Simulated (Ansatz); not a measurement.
# linear Ru chain under tension and compression, part 2 of 3

Does stretching change the magnetism or the channel count of the linear Ru chain?

Ansatz 0.2.0; DFT PBE, plane waves, PAW; relaxation of a chain's period (the session's first sound run).

So far, absolute moment (μB): step 2 (relaxation of atoms and period) 0.970.

## (3) The chain at a fixed length, period over the relaxed period 0.88, k-mesh 1×1×42

This step: DFT PBE, plane waves, PAW; channels and complex bands of a perfect chain (Ansatz 0.2.0).

The period is set to 0.88 times the relaxed one: shorter bonds widen the bands.

The cell differs from the one that the last finished run ended in (c 2.200 → 1.936 Å).

input.yaml

```yaml
crystal:
  lattice:
    - [7.5, 0.0, 0.0]
    - [0.0, 7.5, 0.0]
    - [0.0, 0.0, 1.9360422347]
  atoms:
    - { symbol: Ru, position: [0.5, 0.5, 0.0], spin: 0.7 }
magnetization:
  spin_polarized: true
kpoints:
  mp_grid: { grid: [1, 1, 42] }
scf:
  occupations: { method: fermi_dirac, width: 0.05 }
hamiltonian:
  xc: pbe
output:
  transmission:
    e_range: [-2, 2]
    de: 0.035
    kmesh: [1, 1]
    reduced_basis: true
    leads: [[0, 0]]
  stress: true
```

On the command line:

```
ansatz run input.yaml --threads 4 --pin off --max-ram 8192MiB --backend cpu --events-out ev --progress --plain --runs-dir out
```

Numbers of over 12 decimals in the logs are rounded to 6 here.

Output:

```text
[...]
Crystal: 1 atoms, lattice volume = 108.902 Å³
Basis set: ecut = 420 eV, 2111 PW (Γ)
Bands: 13, of which v1, the nominal top of the filled ones, is band 8 counted from 1 (7 counted from 0)
Symmetry: 16 space group operations
[...]
k-points: 22 of 42
[...]
Starting moments: Σ|m| = 0.7 μB on 1 of 1 site
[...]
SCF iter  11: F=-5873.687897 eV  HF=-5873.687897 eV  |F-HF|=3.64e-11  |Δ(HF+E_count)|=  2.87e-10  Δρ=1.43e-7 (↑8.99e-8 ↓1.43e-7)  dr2=5.61e-11  dr2_m=3.55e-12  M=0.000 μB ∫|m|=0.000 μB  ethr=1.00e-12  ⟨swp⟩=1.9  Hψ=1673  notcnv=0
SCF 1 converged in 11 iterations: F = -5873.687897 eV  dr2 = 5.61e-11
[...]
WARN: the starting moments were not kept: the SCF closed with an absolute magnetisation of 9.2e-6 μB, where they sum to 0.7 μB in size (1 site). That is at most 0.1 of that sum. Measured as dr2_m measures the in/out step, that magnetisation stands 3.2e-11 eV from none, at or under the dr2_threshold of 1.0e-7 eV: it is no larger than a step whose dr2_m would equal this threshold. The system may hold no moment; this SC [...]
transmission: 6 of 36 steps passed
transmission: 9 of 36 steps passed
[...]
transmission: 36 of 36 steps passed
SCF converged after 11 iterations
Magnetization: 0.0000 μB (8.0000 up, 8.0000 down)
Absolute magnetization: 0.0000 μB (∫|ρ↑−ρ↓|)
[...]
Per-site moments (μB) at R_I (Å): [(4.795775947727755e-6, 0.798617)]
Free energy (F): -5873.687897 eV
[...]
Internal energy: -5873.672323 eV  (E = F + TS)
E sigma→0 (E₀):  -5873.680110 eV
Entropy (-TS):   -0.015575 eV (-15.575 meV/atom)
Fermi energy:    -1.235368 eV
[...]
--- Stress (GPa, compression-positive) ---
       -0.200204       0.000000       0.000000
        0.000000      -0.200204       0.000000
        0.000000       0.000000      27.808874
  P = ⅓ Tr σ = 9.1362 GPa (91.362 kbar)
--- Band table (eV; the first three rows and the last of 44) ---
  k-point 0 ↑: bands = [... 4 lower, -9.3456, -3.9044, -3.8983, -3.1626, 1.1340, 1.1340, 3.1721, 3.1721, ... 1 higher]
  k-point 1 ↑: bands = [... 4 lower, -9.2625, -3.8909, -3.8847, -3.1368, 1.0892, 1.0892, 3.1282, 3.1282, ... 1 higher]
  k-point 2 ↑: bands = [... 4 lower, -9.0162, -3.8504, -3.8444, -3.0589, 0.9385, 0.9385, 3.0298, 3.0298, ... 1 higher]
  k-point 21 ↓: bands = [... 4 lower, -8.1149, -8.1149, -0.8524, -0.8519, 2.0387, 6.8790, 11.1399, 11.1399, ... 1 higher]
--- Transmission ---
  basis      : 497 plane waves across, 3 finite elements along
  points     : 1, standing for a mesh of 1 x 1
  filling    : by the input's occupations and mesh, since the crystals that have channels conduct as metals do. If one of these is a semiconductor, that mesh has misplaced its level
  energies   : 115 from -2.000000 to 1.990000 eV about the Fermi level, 0.035000 eV apart; the leads are filled to 0.000000 eV, and channels, transmission and decay are at -0.005000 eV
  crystal 0  : Ru1, at the sites [0, 0], period 1.9360 Å: whole cells are its period
    offset         : up to 0.0000 Å between an atom of the period and one for which it stands
    filled         : 0.7 meV over the level at which it is neutral
    channels       : 6.000000e0 up, 6.000000e0 down
    conductance    : 8.2646e14 S/m² at 300 K; may be off by some 0.0 % by where its bands' edges are placed, 0.0 % from the distance to neutral
```

Run time: 57 s. Hardware: 4 threads of AMD EPYC 7R43, shared host; peak memory 0.5 GiB; 1.8 min of CPU time.

Reading the cycles: dr2 is the Hartree energy of the density residual (eV), the measure of convergence; HF is the Harris–Foulkes estimate of the energy, which meets the free energy F at convergence.

This step gave:

| Item | Value |
| --- | --- |
| energy at zero smearing | -5873.6801 eV |
| channels at the energy nearest the Fermi level, spin up | 6 |
| channels at the energy nearest the Fermi level, spin down | 6 |
| conductance of the lead as this run defines it | 6.000 G₀ |
| band gap | 0 eV |

Open channels of the lead against energy, zero at the Fermi level:

| energy (eV) | spin up | spin down |
| --- | --- | --- |
| -2.00 | 5 | 5 |
| -1.90 | 6 | 6 |
| -1.79 | 6 | 6 |
| -1.69 | 6 | 6 |
| -1.58 | 6 | 6 |
| -1.48 | 6 | 6 |
| -1.37 | 6 | 6 |
| -1.23 | 6 | 6 |
| -1.12 | 6 | 6 |
| -1.02 | 6 | 6 |
| -0.92 | 6 | 6 |
| -0.81 | 6 | 6 |
| -0.70 | 6 | 6 |
| -0.60 | 6 | 6 |
| -0.49 | 6 | 6 |
| -0.39 | 6 | 6 |
| -0.28 | 6 | 6 |
| -0.18 | 6 | 6 |
| -0.07 | 6 | 6 |
| -0.01 | 6 | 6 |
| 0.07 | 6 | 6 |
| 0.17 | 6 | 6 |
| 0.28 | 6 | 6 |
| 0.38 | 6 | 6 |
| 0.48 | 4 | 4 |
| 0.59 | 4 | 4 |
| 0.69 | 4 | 4 |
| 0.80 | 4 | 4 |
| 0.91 | 4 | 4 |
| 1.01 | 4 | 4 |
| 1.11 | 4 | 4 |
| 1.22 | 4 | 4 |
| 1.36 | 4 | 4 |
| 1.47 | 4 | 4 |
| 1.57 | 4 | 4 |
| 1.68 | 4 | 4 |
| 1.78 | 4 | 4 |
| 1.89 | 4 | 4 |
| 1.99 | 4 | 4 |

At the computed energy nearest the Fermi level there are 6 spin-up and 6 spin-down channels, and the thermal average gives 6.00 G₀.

## (4) At a set period, period over the relaxed period 0.92, k-mesh 1×1×40

The period is set to 0.92 times the relaxed one: shorter bonds widen the bands.

The cell differs from the one that the last finished run ended in (c 1.936 → 2.024 Å).

Changes to input.yaml since step 3:

```diff
@@ -4,3 +4,3 @@
     - [0.0, 7.5, 0.0]
-    - [0.0, 0.0, 1.9360422347]
+    - [0.0, 0.0, 2.0240441544]
   atoms:
@@ -10,3 +10,3 @@
 kpoints:
-  mp_grid: { grid: [1, 1, 42] }
+  mp_grid: { grid: [1, 1, 40] }
 scf:
```

Output:

```text
[...]
Crystal: 1 atoms, lattice volume = 113.852 Å³
Basis set: ecut = 420 eV, 2223 PW (Γ)
Bands: 13, of which v1, the nominal top of the filled ones, is band 8 counted from 1 (7 counted from 0)
Symmetry: 16 space group operations
[...]
k-points: 21 of 40
[...]
Starting moments: Σ|m| = 0.7 μB on 1 of 1 site
[...]
--- Transmission ---
  basis      : 497 plane waves across, 3 finite elements along
  points     : 1, standing for a mesh of 1 x 1
[...]
crystal 0  : Ru1, at the sites [0, 0], period 2.0240 Å: whole cells are its period
[...]
filled         : 1.9 meV under the level at which it is neutral
    channels       : 6.000000e0 up, 6.000000e0 down
[...]
[key lines of the parts left out:]
SCF converged after 13 iterations
Magnetization: 0.0000 μB (8.0000 up, 8.0000 down)
Free energy (F): -5874.312949 eV
Fermi energy:    -1.520823 eV
P = ⅓ Tr σ = 4.5510 GPa (45.510 kbar)
```

The job ended after 58 s (4 threads; peak memory 0.51 GiB; 1.9 min of CPU time).

At the computed energy nearest the Fermi level there are 6 spin-up and 6 spin-down channels, and the thermal average gives 6.00 G₀.

## (5) At a set period, period over the relaxed period 0.96, k-mesh 1×1×38

The period is set to 0.96 times the relaxed one: shorter bonds widen the bands.

The cell differs from the one that the last finished run ended in (c 2.024 → 2.112 Å).

Changes to input.yaml since step 4:

```diff
@@ -4,3 +4,3 @@
     - [0.0, 7.5, 0.0]
-    - [0.0, 0.0, 2.0240441544]
+    - [0.0, 0.0, 2.1120460742]
   atoms:
@@ -10,3 +10,3 @@
 kpoints:
-  mp_grid: { grid: [1, 1, 40] }
+  mp_grid: { grid: [1, 1, 38] }
 scf:
```

Output:

```text
[...]
Crystal: 1 atoms, lattice volume = 118.803 Å³
Basis set: ecut = 420 eV, 2335 PW (Γ)
Bands: 13, of which v1, the nominal top of the filled ones, is band 8 counted from 1 (7 counted from 0)
Symmetry: 16 space group operations
[...]
k-points: 20 of 38
[...]
Starting moments: Σ|m| = 0.7 μB on 1 of 1 site
[...]
--- Transmission ---
  basis      : 497 plane waves across, 3 finite elements along
  points     : 1, standing for a mesh of 1 x 1
[...]
crystal 0  : Ru1, at the sites [0, 0], period 2.1120 Å: whole cells are its period
[...]
filled         : 9.7 meV over the level at which it is neutral
    channels       : 4.000000e0 up, 6.000000e0 down
[...]
[key lines of the parts left out:]
SCF converged after 23 iterations
Magnetization: 0.9460 μB (8.4730 up, 7.5270 down)
Free energy (F): -5874.605632 eV
Fermi energy:    -1.761022 eV
P = ⅓ Tr σ = 1.8852 GPa (18.852 kbar)
```

The job ended after 60 s (4 threads; peak memory 0.52 GiB).

At the computed energy nearest the Fermi level there are 4 spin-up and 6 spin-down channels, and the thermal average gives 5.05 G₀.

Between step 3 and this run (period over the relaxed period 0.96 and k-mesh 1×1×38) the value for the conductance of the lead as this run defines it moves from 6.00 G₀ to 5.05 G₀ (-16 %).

## (6) The chain at a fixed length, period over the relaxed period 1, k-mesh 1×1×37

The period is set to 1.0 times the relaxed one, as the point of reference.

Changes to input.yaml since step 5:

```diff
@@ -4,3 +4,3 @@
     - [0.0, 7.5, 0.0]
-    - [0.0, 0.0, 2.1120460742]
+    - [0.0, 0.0, 2.200047994]
   atoms:
@@ -10,3 +10,3 @@
 kpoints:
-  mp_grid: { grid: [1, 1, 38] }
+  mp_grid: { grid: [1, 1, 37] }
 scf:
```

Output:

```text
[...]
Crystal: 1 atoms, lattice volume = 123.753 Å³
Basis set: ecut = 420 eV, 2447 PW (Γ)
Bands: 13, of which v1, the nominal top of the filled ones, is band 8 counted from 1 (7 counted from 0)
Symmetry: 16 space group operations
[...]
k-points: 19 of 37
[...]
Starting moments: Σ|m| = 0.7 μB on 1 of 1 site
[...]
--- Transmission ---
  basis      : 497 plane waves across, 3 finite elements along
  points     : 1, standing for a mesh of 1 x 1
[...]
crystal 0  : Ru1, at the sites [0, 0], period 2.2000 Å: whole cells are its period
[...]
filled         : 6.3 meV over the level at which it is neutral
    channels       : 4.000000e0 up, 6.000000e0 down
[...]
[key lines of the parts left out:]
SCF converged after 11 iterations
Magnetization: 1.0628 μB (8.5314 up, 7.4686 down)
Free energy (F): -5874.690210 eV
Fermi energy:    -1.914152 eV
P = ⅓ Tr σ = -0.0663 GPa (-0.663 kbar)
```

Wall time 51 s (4 threads); peak memory 0.5 GiB.

At the computed energy nearest the Fermi level there are 4 spin-up and 6 spin-down channels, and the thermal average gives 5.00 G₀.

Between step 3 and this run (period over the relaxed period 1 and k-mesh 1×1×37) the value for the conductance of the lead as this run defines it moves from 6.00 G₀ to 5.00 G₀ (-17 %).

## (7) The chain at a fixed length, period over the relaxed period 1.04, k-mesh 1×1×35

The period is set to 1.04 times the relaxed one: longer bonds narrow the bands.

The cell differs from the one that the last finished run ended in (c 2.200 → 2.288 Å).

Changes to input.yaml since step 6:

```diff
@@ -4,3 +4,3 @@
     - [0.0, 7.5, 0.0]
-    - [0.0, 0.0, 2.200047994]
+    - [0.0, 0.0, 2.2880499137]
   atoms:
@@ -10,3 +10,3 @@
 kpoints:
-  mp_grid: { grid: [1, 1, 37] }
+  mp_grid: { grid: [1, 1, 35] }
 scf:
```

Output:

```text
[...]
Crystal: 1 atoms, lattice volume = 128.703 Å³
Basis set: ecut = 420 eV, 2511 PW (Γ)
Bands: 13, of which v1, the nominal top of the filled ones, is band 8 counted from 1 (7 counted from 0)
Symmetry: 16 space group operations
[...]
k-points: 18 of 35
[...]
Starting moments: Σ|m| = 0.7 μB on 1 of 1 site
[...]
--- Transmission ---
  basis      : 497 plane waves across, 3 finite elements along
  points     : 1, standing for a mesh of 1 x 1
[...]
crystal 0  : Ru1, at the sites [0, 0], period 2.2880 Å: whole cells are its period
[...]
filled         : 15.5 meV under the level at which it is neutral
    channels       : 4.000000e0 up, 6.000000e0 down
[...]
[key lines of the parts left out:]
SCF converged after 10 iterations
Magnetization: 1.1946 μB (8.5973 up, 7.4027 down)
Free energy (F): -5874.633614 eV
Fermi energy:    -2.014843 eV
P = ⅓ Tr σ = -1.3306 GPa (-13.306 kbar)
```

Elapsed: 45 s, on 4 threads; peak memory 0.49 GiB.

At the computed energy nearest the Fermi level there are 4 spin-up and 6 spin-down channels, and the thermal average gives 5.00 G₀. The change of length costs 0.057 eV a cell and leaves an absolute moment of 1.20 μB a cell.

Between step 3 and this run (period over the relaxed period 1.04 and k-mesh 1×1×35) the value for the conductance of the lead as this run defines it moves from 6.00 G₀ to 5.00 G₀ (-17 %).

## (8) The chain at a fixed length, period over the relaxed period 1.08, k-mesh 1×1×34

The period is set to 1.08 times the relaxed one: longer bonds narrow the bands.

The cell differs from the one that the last finished run ended in (c 2.288 → 2.376 Å).

Changes to input.yaml since step 7:

```diff
@@ -4,3 +4,3 @@
     - [0.0, 7.5, 0.0]
-    - [0.0, 0.0, 2.2880499137]
+    - [0.0, 0.0, 2.3760518335]
   atoms:
@@ -10,3 +10,3 @@
 kpoints:
-  mp_grid: { grid: [1, 1, 35] }
+  mp_grid: { grid: [1, 1, 34] }
 scf:
```

Output:

```text
[...]
Crystal: 1 atoms, lattice volume = 133.653 Å³
Basis set: ecut = 420 eV, 2599 PW (Γ)
Bands: 13, of which v1, the nominal top of the filled ones, is band 8 counted from 1 (7 counted from 0)
Symmetry: 16 space group operations
[...]
k-points: 18 of 34
[...]
Starting moments: Σ|m| = 0.7 μB on 1 of 1 site
[...]
--- Transmission ---
  basis      : 497 plane waves across, 3 finite elements along
  points     : 1, standing for a mesh of 1 x 1
[...]
crystal 0  : Ru1, at the sites [0, 0], period 2.3761 Å: whole cells are its period
[...]
filled         : 10.5 meV under the level at which it is neutral
    channels       : 4.000000e0 up, 6.000000e0 down
[...]
[key lines of the parts left out:]
SCF converged after 9 iterations
Magnetization: 1.2844 μB (8.6422 up, 7.3578 down)
Free energy (F): -5874.483391 eV
Fermi energy:    -2.112505 eV
P = ⅓ Tr σ = -2.1189 GPa (-21.189 kbar)
```

It took 40 s on 4 threads; peak memory 0.48 GiB; 81 s of CPU time.

At the computed energy nearest the Fermi level there are 4 spin-up and 6 spin-down channels, and the thermal average gives 5.00 G₀. The change of length costs 0.207 eV a cell and leaves an absolute moment of 1.29 μB a cell.

For the conductance of the lead as this run defines it, step 3 gave 6.00 G₀; this run, with period over the relaxed period 1.08 and k-mesh 1×1×34, gives 5.00 G₀ (-17 %).

## (9) At a set period, period over the relaxed period 1.13, k-mesh 1×1×33

The period is set to 1.13 times the relaxed one: longer bonds narrow the bands.

The cell differs from the one that the last finished run ended in (c 2.376 → 2.486 Å).

Changes to input.yaml since step 8:

```diff
@@ -4,3 +4,3 @@
     - [0.0, 7.5, 0.0]
-    - [0.0, 0.0, 2.3760518335]
+    - [0.0, 0.0, 2.4860542332]
   atoms:
@@ -10,3 +10,3 @@
 kpoints:
-  mp_grid: { grid: [1, 1, 34] }
+  mp_grid: { grid: [1, 1, 33] }
 scf:
```

Output:

```text
[...]
Crystal: 1 atoms, lattice volume = 139.841 Å³
Basis set: ecut = 420 eV, 2729 PW (Γ)
Bands: 13, of which v1, the nominal top of the filled ones, is band 8 counted from 1 (7 counted from 0)
Symmetry: 16 space group operations
[...]
k-points: 17 of 33
[...]
Starting moments: Σ|m| = 0.7 μB on 1 of 1 site
[...]
--- Transmission ---
  basis      : 497 plane waves across, 4 finite elements along
  points     : 1, standing for a mesh of 1 x 1
[...]
crystal 0  : Ru1, at the sites [0, 0], period 2.4861 Å: whole cells are its period
[...]
filled         : 5.6 meV under the level at which it is neutral
    channels       : 4.000000e0 up, 6.000000e0 down
[...]
[key lines of the parts left out:]
SCF converged after 9 iterations
Magnetization: 1.7002 μB (8.8501 up, 7.1499 down)
Free energy (F): -5874.224908 eV
Fermi energy:    -2.170264 eV
P = ⅓ Tr σ = -2.4662 GPa (-24.662 kbar)
```

It took 51 s on 4 threads; peak memory 0.55 GiB; 1.8 min of CPU time.

The open channels of the lead by energy, zero at the Fermi level:

| energy (eV) | spin up | spin down |
| --- | --- | --- |
| -2.00 | 3 | 3 |
| -1.90 | 3 | 3 |
| -1.79 | 3 | 3 |
| -1.69 | 5 | 3 |
| -1.58 | 5 | 3 |
| -1.48 | 5 | 3 |
| -1.37 | 5 | 3 |
| -1.23 | 6 | 3 |
| -1.12 | 6 | 3 |
| -1.02 | 6 | 3 |
| -0.92 | 6 | 3 |
| -0.81 | 4 | 3 |
| -0.70 | 4 | 3 |
| -0.60 | 4 | 3 |
| -0.49 | 4 | 4 |
| -0.39 | 4 | 6 |
| -0.28 | 4 | 6 |
| -0.18 | 4 | 6 |
| -0.07 | 4 | 6 |
| -0.01 | 4 | 6 |
| 0.07 | 4 | 6 |
| 0.17 | 4 | 6 |
| 0.28 | 4 | 6 |
| 0.38 | 4 | 6 |
| 0.48 | 3 | 6 |
| 0.59 | 3 | 4 |
| 0.69 | 3 | 4 |
| 0.80 | 3 | 4 |
| 0.91 | 1 | 4 |
| 1.01 | 1 | 4 |
| 1.11 | 1 | 4 |
| 1.22 | 1 | 4 |
| 1.36 | 1 | 4 |
| 1.47 | 1 | 4 |
| 1.57 | 1 | 3 |
| 1.68 | 1 | 3 |
| 1.78 | 1 | 1 |
| 1.89 | 1 | 1 |
| 1.99 | 1 | 1 |

At the computed energy nearest the Fermi level there are 4 spin-up and 6 spin-down channels, and the thermal average gives 5.00 G₀. The change of length costs 0.469 eV a cell and leaves an absolute moment of 1.70 μB a cell.

For the conductance of the lead as this run defines it, step 3 gave 6.00 G₀; this run, with period over the relaxed period 1.13 and k-mesh 1×1×33, gives 5.00 G₀ (-17 %).

(Part 2 of 3 ends here.)

[Logs are printed without paths, hosts, clocks, repeated set-up lines and the standing remarks that a program may print on its own settings, such as how far it seeks lower states.]

[Hosts, paths, dates, database ids (printed as entryN), source tags and the programs' standing remarks are cut or masked in the printed files.]
